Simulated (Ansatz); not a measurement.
# Na wire along [100], 4 atoms a period: bands by functional and under strain, part 4 of 4

Aim: is the Na wire along [100], 4 atoms a period a metal or a semiconductor?

Ansatz 0.2.0; DFT PBE, plane waves, PAW; relaxation of a wire's period (the session's first sound run).

So far. Step 8 (At a strained period, period over the relaxed period …): Bands cross the Fermi level, as under PBE at the relaxed period. Step 9 (Strain along the wire, period over the relaxed period …): Bands cross the Fermi level, as under PBE at the relaxed period.

### 10. The same system on other settings: magnetization = {"spin_polarized": true}

This step: DFT LDA, plane waves, PAW; bands of a perfect wire at the PBE geometry; changed: magnetization = {"spin_polarized": true} (Ansatz 0.2.0).

The atoms of the band run (LDA) are kept and the input is varied, to see whether the result depends on it.

input.yaml reads:

```yaml
crystal:
  lattice:
    - [11.0, 0.0, 0.0]
    - [0.0, 11.0, 0.0]
    - [0.0, 0.0, 3.6740778022]
  atoms:
    - { symbol: Na, position: [0.306882533, 0.5, 0.0], spin: 0.2 }
    - { symbol: Na, position: [0.693117467, 0.5, 0.0], spin: 0.2 }
    - { symbol: Na, position: [0.5, 0.306882533, 0.5], spin: 0.2 }
    - { symbol: Na, position: [0.5, 0.693117467, 0.5], spin: 0.2 }
kpoints:
  mp_grid: { grid: [1, 1, 17] }
  band_path: { path: ["Γ", Z], npoints: 50 }
scf:
  occupations: { method: fermi_dirac, width: 0.05 }
hamiltonian:
  xc: lda
magnetization:
  spin_polarized: true
```

The run is started by

```
ansatz run input.yaml --threads 8 --pin off --max-ram 16384MiB --backend cpu --events-out ev --progress --plain --runs-dir out
```

Numbers of over 12 decimals in the logs are rounded to 6 here.

The log of the run:

```text
[...]
Crystal: 4 atoms, lattice volume = 444.563 Å³
Basis set: ecut = 420 eV, 8669 PW (Γ)
Bands: 23, of which v1, the nominal top of the filled ones, is band 18 counted from 1 (17 counted from 0)
Symmetry: 16 space group operations
[...]
k-points: 9 of 17
[...]
Starting moments: Σ|m| = 0.8 μB on 4 of 4 sites
[...]
SCF iter   1: F=—  HF=-5865.351378 eV  |F-HF|=—  |Δ(HF+E_count)|=         —  Δρ=1.04e-2 (↑1.04e-2 ↓6.80e-3)  dr2=1.48e0  dr2_m=2.70e-1  M=0.041 μB ∫|m|=0.064 μB  β_m=0.30  ethr=3.10e-3  ⟨swp⟩=7.5  Hψ=2053  notcnv=0
[...]
spin=Collinear: Resta preconditioning applied to the charge; magnetization (m = ρ↑ − ρ↓) channel mixes plain (no charge-response kernel on spin).
SCF iter   2: F=—  HF=-5865.105677 eV  |F-HF|=—  |Δ(HF+E_count)|=   2.46e-1  Δρ=6.98e-3 (↑6.98e-3 ↓5.12e-3)  dr2=6.03e-1  dr2_m=1.37e-1  M=0.035 μB ∫|m|=0.051 μB  β_m=0.30  ethr=3.10e-3  ⟨swp⟩=1.5  Hψ=570  notcnv=0  defer=2
[...]
SCF iter   7: F=—  HF=-5864.986094 eV  |F-HF|=—  |Δ(HF+E_count)|=   1.28e-3  Δρ=1.10e-3 (↑1.04e-3 ↓1.10e-3)  dr2=2.90e-5  dr2_m=4.65e-3  M=0.009 μB ∫|m|=0.013 μB  β_m=0.30  ethr=3.38e-7  ⟨swp⟩=2.0  Hψ=598  notcnv=0  defer=2
[...]
spin-set hold released at iteration 7 (site moments contracting): the magnetisation degrees of freedom join the quasi-Newton model from the next iteration; the mixer history was flushed
SCF iter   8: F=—  HF=-5864.986504 eV  |F-HF|=—  |Δ(HF+E_count)|=   4.10e-4  Δρ=7.77e-4 (↑7.50e-4 ↓7.77e-4)  dr2=1.43e-5  dr2_m=2.37e-3  M=0.007 μB ∫|m|=0.010 μB  β_m=0.65  ethr=8.05e-8  ⟨swp⟩=2.0  Hψ=702  notcnv=0  defer=2
[...]
SCF iter  13: F=-5864.987063 eV  HF=-5864.987063 eV  |F-HF|=4.27e-11  |Δ(HF+E_count)|=   2.05e-8  Δρ=5.19e-8 (↑5.19e-8 ↓2.62e-8)  dr2=6.04e-11  dr2_m=3.79e-12  M=0.000 μB ∫|m|=0.000 μB  ethr=1.00e-11  ⟨swp⟩=2.6  Hψ=846  notcnv=0
SCF 1 converged in 13 iterations: F = -5864.987063 eV  dr2 = 6.04e-11
[...]
WARN: the starting moments were not kept: the SCF closed with an absolute magnetisation of 8.5e-6 μB, where they sum to 0.8 μB in size (4 sites). That is at most 0.1 of that sum. Measured as dr2_m measures the in/out step, that magnetisation stands 1.8e-12 eV from none, at or under the dr2_threshold of 1.0e-7 eV: it is no larger than a step whose dr2_m would equal this threshold. The system may hold no moment; this S [...]
[...]
SCF converged after 13 iterations
Magnetization: 0.0000 μB (18.0000 up, 18.0000 down)
Absolute magnetization: 0.0000 μB (∫|ρ↑−ρ↓|, with the PAW one-centre terms)
[...]
Per-site moments (μB) at R_I (Å): [(7.701635435616521e-7, 1.452559), (7.701635437270186e-7, 1.452559), (7.701635435618143e-7, 1.452559), (7.701635438178878e-7, 1.452559)]
Free energy (F): -5864.987063 eV
[...]
Internal energy: -5864.972081 eV  (E = F + TS)
E sigma→0 (E₀):  -5864.979572 eV
Entropy (-TS):   -0.014982 eV (-3.746 meV/atom)
Fermi energy:    -1.157770 eV
[...]
--- Band table (eV; the first three rows and the last of 18) ---
  k-point 0 ↑: bands = [... 14 lower, -26.4151, -26.4086, -3.6090, -1.9684, -1.9684, -0.8030, -0.5846, -0.0905, ... 1 higher]
  k-point 1 ↑: bands = [... 14 lower, -26.4155, -26.4094, -3.5696, -1.9294, -1.9294, -0.7646, -0.5475, -0.0540, ... 1 higher]
  k-point 2 ↑: bands = [... 14 lower, -26.4165, -26.4116, -3.4513, -1.8127, -1.8127, -0.6495, -0.4362, 0.0555, ... 1 higher]
  k-point 8 ↓: bands = [... 14 lower, -26.4208, -26.4208, -1.1480, -0.5202, 0.3783, 0.3783, 1.2439, 1.2439, ... 1 higher]
```

The job ended after 4.8 s (8 threads of Arm Neoverse V1, shared host; peak memory 0.89 GiB).

Numbers from this step:

| Property | Result |
| --- | --- |
| energy at zero smearing | -5864.9796 eV |

It took 4.8 s against 2.7 s for the run it varies.

No moment survives the cycle: this start ends non-magnetic.

### 11. A varied input: magnetization = {"spin_polarized": true}

The atoms of the band run (LDA) are kept and the input is varied, to see whether the result depends on it.

input.yaml, the sections that differ from step 10:

```yaml
crystal:
  lattice:
    - [11.0, 0.0, 0.0]
    - [0.0, 11.0, 0.0]
    - [0.0, 0.0, 3.6740778022]
  atoms:
    - { symbol: Na, position: [0.306882533, 0.5, 0.0], spin: 4.0 }
    - { symbol: Na, position: [0.693117467, 0.5, 0.0], spin: 4.0 }
    - { symbol: Na, position: [0.5, 0.306882533, 0.5], spin: 4.0 }
    - { symbol: Na, position: [0.5, 0.693117467, 0.5], spin: 1.0 }
# kpoints, scf, hamiltonian, magnetization: as in step 10
```

The log of the run:

```text
[...]
Crystal: 4 atoms, lattice volume = 444.563 Å³
Basis set: ecut = 420 eV, 8669 PW (Γ)
Bands: 30, of which v1, the nominal top of the filled ones, is band 18 counted from 1 (17 counted from 0)
Symmetry: 4 space group operations
[...]
k-points: 9 of 17
[...]
Starting moments: Σ|m| = 13 μB on 4 of 4 sites
[...]
k-point 0 ↑: bands = [... 14 lower, -26.4151, -26.4086, -3.6090, -1.9684, -1.9684, -0.8030, -0.5846, -0.0905, ... 8 higher]
  k-point 1 ↑: bands = [... 14 lower, -26.4155, -26.4094, -3.5696, -1.9294, -1.9294, -0.7646, -0.5475, -0.0540, ... 8 higher]
  k-point 2 ↑: bands = [... 14 lower, -26.4165, -26.4116, -3.4513, -1.8127, -1.8127, -0.6495, -0.4362, 0.0555, ... 8 higher]
  k-point 8 ↓: bands = [... 14 lower, -26.4208, -26.4208, -1.1480, -0.5202, 0.3783, 0.3783, 1.2439, 1.2439, ... 8 higher]
[key lines of the parts left out:]
SCF converged after 16 iterations
Magnetization: 0.0000 μB (18.0000 up, 18.0000 down)
Free energy (F): -5864.987063 eV
Fermi energy:    -1.157766 eV
```

Run time: 14 s. Hardware: 8 threads; peak memory 1.2 GiB.

It took 14 s against 2.7 s for the run it varies.

No moment survives the cycle: this start ends non-magnetic.

### 12. Results

```
cell length, PBE           : 3.674 Å
conductance, PBE           : 3.00 G₀
gap, period scaled by 1.03 : none
gap, period scaled by 1.1  : none
```

What this shows: Under PBE the cell's length is 3.67 Å, and it is a metal with 3 channels a spin next to the Fermi level, 3.00 G₀ at 300 K. A perfect wire passes every open channel, so the conductance counts half a G₀ for each forward-moving state at the Fermi level, spin by spin. Transport is coherent and elastic here: the atoms are frozen, so scattering by vibrations plays no part.

[Logs are printed without paths, hosts, clocks, repeated set-up lines and the standing remarks that a program may print on its own settings, such as how far it seeks lower states.]

[Hosts, paths, dates, database ids (printed as entryN), source tags and the programs' standing remarks are cut or masked in the printed files.]
